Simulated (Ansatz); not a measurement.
## Phonons of MgRh (Pm-3m) against volume

Wanted: mode Grüneisen parameters of MgRh (Pm-3m).

Main program and level: Ansatz 0.2.0; DFT PBEsol, scalar-relativistic, plane waves, PAW; PAW set soft_1.

### Step 1. The structure

It takes space group Pm-3m (No. 221, cubic). The conventional cell has a = 3.083 Å, b = 3.083 Å, c = 3.083 Å, α = 90.00°, β = 90.00°, γ = 90.00°. Nearest to Mg lie 8 Rh at 2.67 Å. Nearest to Rh lie 8 Mg at 2.67 Å. Farther neighbours, and contacts between anions beyond the nearest, are not listed.

As a file:

```cif
data_structure
_symmetry_space_group_name_H-M 'Pm-3m'
_symmetry_Int_Tables_number 221
_cell_length_a 3.0826
_cell_length_b 3.0826
_cell_length_c 3.0826
_cell_angle_alpha 90.000
_cell_angle_beta 90.000
_cell_angle_gamma 90.000
_cell_volume 29.29
loop_
_atom_site_label
_atom_site_type_symbol
_atom_site_symmetry_multiplicity
_atom_site_Wyckoff_symbol
_atom_site_fract_x
_atom_site_fract_y
_atom_site_fract_z
_atom_site_occupancy
Mg1 Mg 1 a 0.00000 0.00000 0.00000 1
Rh1 Rh 1 b 0.50000 0.50000 0.50000 1
```

### Step 2. Phonons on a q mesh

Stability and thermal properties need the whole zone. Linear response on a 4×4×4 q mesh gives force constants as far as a supercell of that size would.

input.yaml reads:

```yaml
crystal:
  lattice:
    - [3.0826217248, 0.0, 0.0]
    - [0.0, 3.0826217248, 0.0]
    - [0.0, 0.0, 3.0826217248]
  atoms:
    - { symbol: Mg, position: [0.0, 0.0, 0.0] }
    - { symbol: Rh, position: [0.5, 0.5, 0.5] }
kpoints:
  mp_grid: { grid: [16, 16, 16] }
hamiltonian:
  xc: pbesol
  pseudopotentials: { kind: paw, azcp: { folder: soft_1 }, xc_functional: pbe }
scf:
  occupations: { method: methfessel_paxton, width: 0.2 }
output:
  eigenvalues: true
phonons:
  method: dfpt
  qmesh: [4, 4, 4]
  temperatures: { t_max: 1000, t_step: 50 }
  qpath:
    path:
      - [[0.0, 0.0, 0.0], [0.0, 0.5, 0.0], [0.5, 0.5, 0.0], [0.0, 0.0, 0.0], [0.5, 0.5, 0.5], [0.0, 0.5, 0.0]]
      - [[0.5, 0.5, 0.5], [0.5, 0.5, 0.0]]
    npoints: 10
```

The run is started by

```console
> ansatz run input.yaml --threads 4 --pin off --max-ram 10240MiB --backend cpu --events-out ev --progress --plain --runs-dir out
```

Standard output:

```text
Engine: ansatz 0.2.0, aarch64-unknown-linux-gnu
Pseudopotentials: kind: paw
Pseudopotential: Mg, paw, valence charge 10, recommended cutoff 420 eV (normal), soft_1/Mg.paw.azcp
Pseudopotential: Rh, paw, valence charge 17, recommended cutoff 420 eV (normal), soft_1/Rh.paw.azcp
Functional definition: PBEsol
  exchange = pbesol_x
  correlation = pbesol_c
Crystal: 2 atoms, lattice volume = 29.293 Å³
Basis set: ecut = 420 eV, 587 PW (Γ), exchange–correlation on 48×48×48 points (8 copies of the dense FFT grid, shifted against one another)
Bands: 18, of which v1, the nominal top of the filled ones, is band 14 counted from 1 (13 counted from 0)
Symmetry: 48 space group operations
k-points: 165 of 4096
Non-local potential: Mg, projectors of the file, l = 0: 3, l = 1: 2, l = 2: 1
Non-local potential: Rh, projectors of the file, l = 0: 3, l = 1: 2, l = 2: 2, l = 3: 1
PAW form: soft (Blöchl's): semilocal exchange-correlation on the pseudo side does not see the compensation charge
PAW frozen core: Mg, regenerated for the run's functional, and the local potential with it (the file was generated under x = pbe(κ = 0.804, μ = 0.219515), c = pbe(β = 0.066725))
PAW frozen core: Rh, regenerated for the run's functional, and the local potential with it (the file was generated under x = pbe(κ = 0.804, μ = 0.219515), c = pbe(β = 0.066725))
PAW one-centre angular grid: Mg, 110 points (default); XC on 64 Gauss nodes
PAW one-centre angular grid: Rh, 590 points (default); XC on 64 Gauss nodes
Initial density: superposition of atomic densities (chi_scale 0.1, normalization cell, long waves kept (reshape's long-wave potential 0.00 eV rms))
Initial wavefunctions: pseudopotential atomic-orbital guess
Functional: x = pbesol(κ = 0.804, μ = 0.123457), c = pbesol(β = 0.046)
SCF iter   1: F=—  HF=-8253.550417 eV  |F-HF|=—  |Δ(HF+E_count)|=         —  Δρ=1.63e-1  dr2=1.02e1  ethr=3.10e-3  ⟨swp⟩=5.0  Hψ=14837  notcnv=0
preconditioner: auto → none  [metal: Δε(μ)=0.017 eV  Ē_g=8.431 eV  σ=0.200 eV  W_gap=0.07  n_scr=6 (ndim 8)  ℏωp=22.8 eV  f_vac=0.000  D(μ)=2.21/eV (n_scr^D=26)  sad-step TF]
SCF iter   2: F=—  HF=-8252.374759 eV  |F-HF|=—  |Δ(HF+E_count)|=    1.18e0  S|Δr|=    0.00e0  Δρ=1.00e-1  dr2=4.19e0  ethr=3.10e-3  ⟨swp⟩=2.7  Hψ=6564  notcnv=0  defer=17
SCF iter   3: F=—  HF=-8251.606727 eV  |F-HF|=—  |Δ(HF+E_count)|=   7.68e-1  S|Δr|=    0.00e0  Δρ=5.88e-3  dr2=9.15e-3  ethr=3.10e-3  ⟨swp⟩=2.8  Hψ=4713  notcnv=0  defer=17
SCF iter   4: F=—  HF=-8251.602791 eV  |F-HF|=—  |Δ(HF+E_count)|=   3.94e-3  S|Δr|=    0.00e0  Δρ=1.33e-3  dr2=2.47e-4  ethr=3.39e-5  ⟨swp⟩=2.6  Hψ=6169  notcnv=0  defer=18
SCF iter   5: F=—  HF=-8251.602638 eV  |F-HF|=—  |Δ(HF+E_count)|=   1.53e-4  S|Δr|=    0.00e0  Δρ=2.37e-4  dr2=9.86e-6  ethr=9.14e-7  ⟨swp⟩=2.0  Hψ=5110  notcnv=0  defer=18
SCF iter   6: F=—  HF=-8251.602636 eV  |F-HF|=—  |Δ(HF+E_count)|=   2.21e-6  S|Δr|=    0.00e0  Δρ=3.73e-5  dr2=2.49e-7  ethr=3.65e-8  ⟨swp⟩=2.5  Hψ=4701  notcnv=0  defer=18
SCF iter   7: F=—  HF=-8251.602636 eV  |F-HF|=—  |Δ(HF+E_count)|=   4.16e-7  S|Δr|=    0.00e0  Δρ=3.73e-6  dr2=4.30e-9  ethr=9.21e-10  ⟨swp⟩=2.0  Hψ=4336  notcnv=0  defer=18
SCF iter   8: F=—  HF=-8251.602636 eV  |F-HF|=—  |Δ(HF+E_count)|=  5.00e-10  S|Δr|=    0.00e0  Δρ=3.26e-7  dr2=2.97e-11  ethr=1.59e-11  ⟨swp⟩=2.4  Hψ=4290  notcnv=0  defer=18
SCF iter   9: F=-8251.602636 eV  HF=-8251.602636 eV  |F-HF|=0.00e0  |Δ(HF+E_count)|=  7.28e-12  S|Δr|=    0.00e0  Δρ=5.58e-8  dr2=2.46e-13  ethr=1.00e-12  ⟨swp⟩=6.1  Hψ=12801  notcnv=0
SCF 1 converged in 9 iterations: F = -8251.602636 eV  dr2 = 2.46e-13
  greatest PAW one-centre occupation: 1.000 electrons in one spin orbital (limit 2), on the Mg atom at site 0 (counted from 0), in its partial waves of l = 0
phonons: the bands overlap, so this run is a metal and interpolates without the dipole-dipole term. If the crystal is really an insulator or semiconductor, its LO-TO splitting is missing
NSCF: frozen V_eff on 165 k-points
WARN: eigensolver did not converge in 4 slots of this pass, the one above among them; of largest residual over every band (k=42): 1 band(s) unlocked (lowest unlocked band 17, counted from 0; max residual 1.09e-4 eV among the unlocked bands, 1.09e-4 eV over every band); of lowest unlocked band (k=39): band 17
NSCF: frozen V_eff on 405 k-points
DFPT response loops at q = (0, 0, 0) (fractional): preconditioner auto → Kerker (q_TF=auto, 2.691 Å⁻¹) (partly filled bands, converged f_vac=0.000); β = 1.00, the filter's whole step (`scf.mixing.beta` (0.50) is not read by the response loops under this deck's `scf.mixing.preconditioner`; to damp them name `kerker` or `kerker_dos`, under which they read `scf.mixing.beta`, and type it under 1.00, their step now; both keys bind the ground state too); Broyden in place of MSR1
NSCF: frozen V_eff on 2592 k-points
DFPT response loops at q = (0, 0, 0.25) (fractional): mixed as the last ones told, above
NSCF: frozen V_eff on 1458 k-points
DFPT response loops at q = (0, 0, -0.5) (fractional): mixed as the last ones told, above
NSCF: frozen V_eff on 4608 k-points
DFPT response loops at q = (0, 0.25, 0.25) (fractional): mixed as the last ones told, above
NSCF: frozen V_eff on 2592 k-points
DFPT response loops at q = (0, 0.25, -0.5) (fractional): mixed as the last ones told, above
NSCF: frozen V_eff on 1458 k-points
DFPT response loops at q = (0, -0.5, -0.5) (fractional): mixed as the last ones told, above
NSCF: frozen V_eff on 4352 k-points
DFPT response loops at q = (0.25, 0.25, 0.25) (fractional): mixed as the last ones told, above
NSCF: frozen V_eff on 4608 k-points
DFPT response loops at q = (0.25, 0.25, -0.5) (fractional): mixed as the last ones told, above
NSCF: frozen V_eff on 2592 k-points
DFPT response loops at q = (0.25, -0.5, -0.5) (fractional): mixed as the last ones told, above
NSCF: frozen V_eff on 810 k-points
DFPT response loops at q = (-0.5, -0.5, -0.5) (fractional): mixed as the last ones told, above
SCF converged after 9 iterations
Stability not checked: this state was not tested for a lower state beside it, because cold or Methfessel-Paxton smearing, or corrected tetrahedra, fill the levels in a way that the test cannot read (fill_not_monotonic; see scf.lower_state_search)
Free energy (F): -8251.602636 eV
Harris-Foulkes:  -8251.602636 eV  (|F-HF|=0.00e0)
Internal energy: -8251.603990 eV  (E = F + TS)
E sigma→0 (E₀):  -8251.602974 eV
Entropy (-TS):   0.001354 eV (0.677 meV/atom)
Fermi energy:    14.030427 eV
--- Per-component energies (eV) ---
  E_band       = -458.181631
  E_kinetic    = 610.766708
  E_local      = -3229.133213  (includes V_loc(G=0)·N_el)
  E_nonlocal   = 498.626292
  E_hartree    = 1140.423600
  E_xc         = -227.647164
  E_vxc        = -287.715653  (∫ρ·V_xc dr)
  E_paw        = -3830.309615  (= ΣΔE_a)
  E_vpaw       = -331.572911  (= ΣTr[D̂ρ^β])
  E_aug_tail   = -0.000046  (compensation charges beyond the density's cutoff)
  E_ewald      = -3214.665614
  E_core_change = 0.335063  (= ΣΔE_core)
  E_smearing   = 0.001354  (= −TS)
  E_closure    = 0.000000  (closes the sum)
  Σ components = -8251.602636   (vs F -8251.602636, Δ=0.00e0)
--- Band table (eV; the first three rows and the last of 165) ---
  k-point 0: bands = [... 10 lower, 11.0726, 13.8684, 13.8684, 13.8684, 22.4332, 22.4332, 22.4332, 25.5993]
  k-point 1: bands = [... 10 lower, 11.1061, 13.8196, 13.8196, 13.8738, 21.8914, 22.5376, 22.5376, 25.5019]
  k-point 2: bands = [... 10 lower, 11.2006, 13.6850, 13.6850, 13.8892, 20.7792, 22.8371, 22.8371, 25.2303]
  k-point 164: bands = [... 10 lower, 10.8864, 14.8205, 14.8205, 18.6470, 18.6470, 18.6470, 21.6354, 23.3351]
--- Phonons (Γ-DFPT): 2 representative perturbations + reference (Σ response iterations 7) ---
  ASR residual: 4.780e-5 → 0.000e0 eV/Å²; symmetrization residual: 2.507e-6 eV/Å²
  ASR residual per site (eV/Å²): 4.78e-5 6.86e-6
  Γ frequencies (cm⁻¹): 0.00 0.00 0.00 285.55 285.55 285.55
--- Phonons (arbitrary-q DFPT): 10 irreducible q on the 4×4×4 mesh ---
  q = [0.0000, 0.0000, 0.0000] (star 1, of the zone-centre solve; hermiticity 8.50e-7, symmetrization 3.61e-12): -0.00 -0.00 0.00 285.55 285.55 285.55
  q = [0.0000, 0.0000, 0.2500] (star 6, 4 solved perturbations in 4032 linear systems a pass and spin channel, the states on 1296 of 4096 k-point pairs; hermiticity 9.32e-7, symmetrization 1.59e-12): 86.65 86.65 106.14 274.72 274.72 303.93
  q = [0.0000, 0.0000, -0.5000] (star 3, 4 solved perturbations in 2268 linear systems a pass and spin channel, the states on 729 of 4096 k-point pairs; hermiticity 3.96e-13, symmetrization 5.06e-13): 137.43 137.43 141.38 258.50 258.50 327.85
  q = [0.0000, 0.2500, 0.2500] (star 12, 4 solved perturbations in 7056 linear systems a pass and spin channel, the states on 2304 of 4096 k-point pairs; hermiticity 5.89e-7, symmetrization 1.52e-13): 58.79 112.42 138.90 266.46 296.35 305.03
  q = [0.0000, 0.2500, -0.5000] (star 12, 6 solved perturbations on 1296 of 4096 k-point pairs; hermiticity 7.74e-7, symmetrization 2.66e-14): 101.64 113.00 141.31 255.93 299.75 328.38
  q = [0.0000, -0.5000, -0.5000] (star 3, 4 solved perturbations in 2268 linear systems a pass and spin channel, the states on 729 of 4096 k-point pairs; hermiticity 1.31e-6, symmetrization 4.45e-13): 63.98 63.98 149.17 254.08 330.02 330.02
  q = [0.2500, 0.2500, 0.2500] (star 8, 2 solved perturbations on 2176 of 4096 k-point pairs; hermiticity 4.24e-7, symmetrization 1.97e-13): 100.36 100.36 134.14 293.59 298.05 298.05
  q = [0.2500, 0.2500, -0.5000] (star 12, 4 solved perturbations in 7056 linear systems a pass and spin channel, the states on 2304 of 4096 k-point pairs; hermiticity 7.35e-7, symmetrization 1.92e-13): 101.23 114.06 137.08 289.18 299.34 325.33
  q = [0.2500, -0.5000, -0.5000] (star 6, 4 solved perturbations in 4032 linear systems a pass and spin channel, the states on 1296 of 4096 k-point pairs; hermiticity 7.64e-7, symmetrization 2.23e-13): 99.21 99.21 143.93 288.10 324.54 324.54
  q = [-0.5000, -0.5000, -0.5000] (star 1, 2 solved perturbations on 405 of 4096 k-point pairs; hermiticity 1.30e-12, symmetrization 2.23e-12): 130.72 130.72 130.72 319.57 319.57 319.57
  sum rule: each row above includes the acoustic sum rule's correction from the zone centre's row sums; it moved no ω² by more than (0.73 cm⁻¹)²
  mesh force constants: q→R imaginary residual 3.47e-18; ASR residual 4.780e-5 → 0.000e0 eV/Å²; symmetrization residual 5.329e-15 eV/Å²
  interpolated dispersion: 62 rows × 6 modes
  density of states and harmonic sums: on the 20×20×20 q-mesh, interpolated from the force constants of a 4×4×4 supercell (no non-analytic term)
  largest difference from the sums on the solved wave vectors: F 1.24e-2 eV, S 1.64e-5 and C_V 4.01e-6 eV/K
  zero-point energy: 0.075674 eV/cell   skipped modes (ω ≤ 0): 3   left out of the sums: 6.25e-5 of the cell's modes: C_V's classical limit lies that fraction below 3 k_B per atom; for a crystal, a wire or a layer, F and S can be off by more, and a phonons.interpolated_qmesh denser along its periods is the remedy for the sampling
```

It took 8.5 min on 4 threads of Arm Neoverse V1, shared host; peak memory 2.8 GiB; 33 min of CPU time.

Numbers from this step:

* volume per atom: 14.65 Å³
* gap on the k-mesh: 0 eV
* sum-rule residual before enforcement: 4.78e-5 eV/Å²
* lowest frequency on the path: 0 cm⁻¹
* point group: m-3m
* highest frequency on path, mesh or solved points: 330.0 cm⁻¹
* mean frequency: 203.5 cm⁻¹
* Debye temperature (second moment): 418 K
* logarithmic mean frequency: 177.5 cm⁻¹
* highest optical mode at the zone centre (no LO-TO term): 285.6 cm⁻¹
* lowest optical zone-centre mode: 285.6 cm⁻¹
* lowest mode on the q mesh (acoustic modes at Γ apart): 58.79 cm⁻¹
* zero-point energy per atom: 37.84 meV
* heat capacity at 300 K: 22.73 J/(mol atoms K)
* vibrational entropy at 300 K: 30.11 J/(mol atoms K)
* edges of the widest gap between branches, on path and mesh: 149.2, 254.1 cm⁻¹

Frequencies (cm⁻¹) solved at each irreducible wavevector; negative means imaginary. Frequencies by wavevector, by row:

| q in reciprocal lattice units | star | mode 1 | mode 2 | mode 3 | mode 4 | mode 5 | mode 6 |
| --- | --- | --- | --- | --- | --- | --- | --- |
| 0 0 0 | 1 | 0 | 0 | 0 | 285.6 | 285.6 | 285.6 |
| 0 0 0.25 | 6 | 86.7 | 86.7 | 106.1 | 274.7 | 274.7 | 303.9 |
| 0 0 -0.5 | 3 | 137.4 | 137.4 | 141.4 | 258.5 | 258.5 | 327.9 |
| 0 0.25 0.25 | 12 | 58.8 | 112.4 | 138.9 | 266.5 | 296.4 | 305 |
| 0 0.25 -0.5 | 12 | 101.6 | 113 | 141.3 | 255.9 | 299.8 | 328.4 |
| 0 -0.5 -0.5 | 3 | 64 | 64 | 149.2 | 254.1 | 330 | 330 |
| 0.25 0.25 0.25 | 8 | 100.4 | 100.4 | 134.1 | 293.6 | 298.1 | 298.1 |
| 0.25 0.25 -0.5 | 12 | 101.2 | 114.1 | 137.1 | 289.2 | 299.3 | 325.3 |
| 0.25 -0.5 -0.5 | 6 | 99.2 | 99.2 | 143.9 | 288.1 | 324.5 | 324.5 |
| -0.5 -0.5 -0.5 | 1 | 130.7 | 130.7 | 130.7 | 319.6 | 319.6 | 319.6 |

Symmetry leaves 10 wavevectors to solve. The lowest mode among them, the acoustic zeros apart, lies at q = (0, 0.25, 0.25) and is real, 58.8 cm⁻¹.

### Step 3. Relaxing at another volume, volume ratio 0.97

The volume is scaled by 0.97 and held; symmetry leaves nothing to relax, so this is a single point. The modes can then be followed against volume.

input.yaml, the sections that differ from step 2:

```yaml
crystal:
  lattice:
    - [3.0514820026, 0.0, 0.0]
    - [0.0, 3.0514820026, 0.0]
    - [0.0, 0.0, 3.0514820026]
  atoms:
    - { symbol: Mg, position: [0.0, 0.0, 0.0] }
    - { symbol: Rh, position: [0.5, 0.5, 0.5] }
output:
  forces: true
  stress: true
  eigenvalues: true
# kpoints, hamiltonian, scf: as in step 2
# phonons: removed
```

Standard output:

```text
[...]
Crystal: 2 atoms, lattice volume = 28.414 Å³
Basis set: ecut = 420 eV, 587 PW (Γ), exchange–correlation on 48×48×48 points (8 copies of the dense FFT grid, shifted against one another)
Bands: 18, of which v1, the nominal top of the filled ones, is band 14 counted from 1 (13 counted from 0)
Symmetry: 48 space group operations
[...]
k-points: 165 of 4096
[...]
--- Band table (eV; the first three rows and the last of 165) ---
  k-point 0: bands = [... 10 lower, 11.4875, 14.4202, 14.4202, 14.4202, 23.1668, 23.1668, 23.1668, 26.3500]
  k-point 1: bands = [... 10 lower, 11.5231, 14.3690, 14.3690, 14.4259, 22.6199, 23.2740, 23.2740, 26.2445]
  k-point 2: bands = [... 10 lower, 11.6236, 14.2281, 14.2281, 14.4422, 21.4968, 23.5804, 23.5804, 25.9489]
  k-point 164: bands = [... 10 lower, 11.3138, 15.4217, 15.4217, 19.2701, 19.2701, 19.2701, 22.4265, 24.1536]
[key lines of the parts left out:]
SCF converged after 7 iterations
Free energy (F): -8251.591589 eV
Fermi energy:    14.586935 eV
P = ⅓ Tr σ = 4.1516 GPa (41.516 kbar)
```

The job ended after 1.5 s (4 threads; peak memory 0.36 GiB).

Read from the output:

```
pressure        : 4.152 GPa
volume per atom : 14.21 Å³
```

The run ends at a pressure of 4.15 GPa.

### Step 4. Phonons at the other volume, volume ratio 0.97

The phonons are repeated at this volume on the same meshes, so that differences come from the volume alone.

Changes to input.yaml since step 3:

```diff
@@ -16,4 +16,11 @@
 output:
-  forces: true
-  stress: true
   eigenvalues: true
+phonons:
+  method: dfpt
+  qmesh: [4, 4, 4]
+  temperatures: { t_max: 1000, t_step: 50 }
+  qpath:
+    path:
+      - [[0.0, 0.0, 0.0], [0.0, 0.5, 0.0], [0.5, 0.5, 0.0], [0.0, 0.0, 0.0], [0.5, 0.5, 0.5], [0.0, 0.5, 0.0]]
+      - [[0.5, 0.5, 0.5], [0.5, 0.5, 0.0]]
+    npoints: 10
```

Standard output:

```text
[...]
Crystal: 2 atoms, lattice volume = 28.414 Å³
Basis set: ecut = 420 eV, 587 PW (Γ), exchange–correlation on 48×48×48 points (8 copies of the dense FFT grid, shifted against one another)
Bands: 18, of which v1, the nominal top of the filled ones, is band 14 counted from 1 (13 counted from 0)
Symmetry: 48 space group operations
k-points: 165 of 4096
[...]
SCF iter   1: F=—  HF=-8253.530153 eV  |F-HF|=—  |Δ(HF+E_count)|=         —  Δρ=1.65e-1  dr2=9.96e0  ethr=3.10e-3  ⟨swp⟩=5.0  Hψ=14780  notcnv=0
[...]
SCF iter   9: F=-8251.591589 eV  HF=-8251.591589 eV  |F-HF|=1.82e-12  |Δ(HF+E_count)|=  2.18e-11  S|Δr|=    0.00e0  Δρ=3.05e-8  dr2=1.25e-13  ethr=1.00e-12  ⟨swp⟩=6.1  Hψ=13045  notcnv=0
SCF 1 converged in 9 iterations: F = -8251.591589 eV  dr2 = 1.25e-13
[...]
NSCF: frozen V_eff on 165 k-points
[...]
SCF converged after 9 iterations
[...]
Free energy (F): -8251.591589 eV
[...]
Internal energy: -8251.592830 eV  (E = F + TS)
E sigma→0 (E₀):  -8251.591899 eV
Entropy (-TS):   0.001242 eV (0.621 meV/atom)
Fermi energy:    14.586921 eV
[...]
--- Band table (eV; the first three rows and the last of 165) ---
  k-point 0: bands = [... 10 lower, 11.4875, 14.4202, 14.4202, 14.4202, 23.1668, 23.1668, 23.1668, 26.3500]
  k-point 1: bands = [... 10 lower, 11.5231, 14.3690, 14.3690, 14.4259, 22.6199, 23.2740, 23.2740, 26.2445]
  k-point 2: bands = [... 10 lower, 11.6236, 14.2280, 14.2280, 14.4422, 21.4968, 23.5804, 23.5804, 25.9489]
  k-point 164: bands = [... 10 lower, 11.3138, 15.4217, 15.4217, 19.2701, 19.2701, 19.2701, 22.4265, 24.1536]
[...]
ASR residual: 3.074e-5 → 0.000e0 eV/Å²; symmetrization residual: 1.703e-6 eV/Å²
  ASR residual per site (eV/Å²): 7.49e-6 3.07e-5
  Γ frequencies (cm⁻¹): 0.00 0.00 0.00 300.38 300.38 300.38
--- Phonons (arbitrary-q DFPT): 10 irreducible q on the 4×4×4 mesh ---
[...]
interpolated dispersion: 62 rows × 6 modes
[...]
```

Run time: 8.5 min. Hardware: 4 threads; peak memory 2.7 GiB.

Read from the output:

```
sum-rule residual before enforcement                       : 3.07e-5 eV/Å²
highest frequency on path, mesh or solved points           : 347.5 cm⁻¹
mean frequency                                             : 214.1 cm⁻¹
Debye temperature (second moment)                          : 439 K
logarithmic mean frequency                                 : 187.2 cm⁻¹
highest optical mode at the zone centre (no LO-TO term)    : 300.4 cm⁻¹
lowest optical zone-centre mode                            : 300.4 cm⁻¹
lowest mode on the q mesh (acoustic modes at Γ apart)      : 63.01 cm⁻¹
zero-point energy per atom                                 : 39.81 meV
heat capacity at 300 K                                     : 22.52 J/(mol atoms K)
vibrational entropy at 300 K                               : 28.90 J/(mol atoms K)
edges of the widest gap between branches, on path and mesh : 154.8, 266.7 cm⁻¹
```

Frequencies (cm⁻¹) solved at each irreducible wavevector; negative means imaginary. Frequencies by wavevector, by row:

```csv
q in reciprocal lattice units,star,mode 1,mode 2,mode 3,mode 4,mode 5,mode 6
0 0 0,1,0,0,0,300.4,300.4,300.4
0 0 0.25,6,90.3,90.3,113.8,288.5,288.5,319.2
0 0 -0.5,3,143.5,143.5,152.2,270.7,270.7,343.5
0 0.25 0.25,12,63,117,147.4,279.6,310.3,321.4
0 0.25 -0.5,12,109.3,118.8,147.1,268.3,315.3,344.9
0 -0.5 -0.5,3,69.6,69.6,154.8,266.7,347.5,347.5
0.25 0.25 0.25,8,106.6,106.6,140.7,308.3,313.2,313.2
0.25 0.25 -0.5,12,108.8,118.8,145.9,302.4,315.1,341.7
0.25 -0.5 -0.5,6,107,107,151.8,301.6,340.7,340.7
-0.5 -0.5 -0.5,1,141.1,141.1,141.1,333.9,333.9,333.9
```

The highest optical mode at the zone centre (no LO-TO term) is 300.4 cm⁻¹, +14.8 cm⁻¹ against the base run.

(Continued in part 2 of 2.)

[Long decimals in the printed logs are rounded to 6 places.]

[Logs are printed without paths, hosts, clocks, repeated set-up lines and the standing remarks that a program may print on its own settings, such as how far it seeks lower states.]

[Hosts, paths, dates, database ids (printed as entryN), source tags and the programs' standing remarks are cut or masked in the printed files.]

[Where the starting crystal was built by hand or by swapping elements, it need not be the compound's stable phase.]
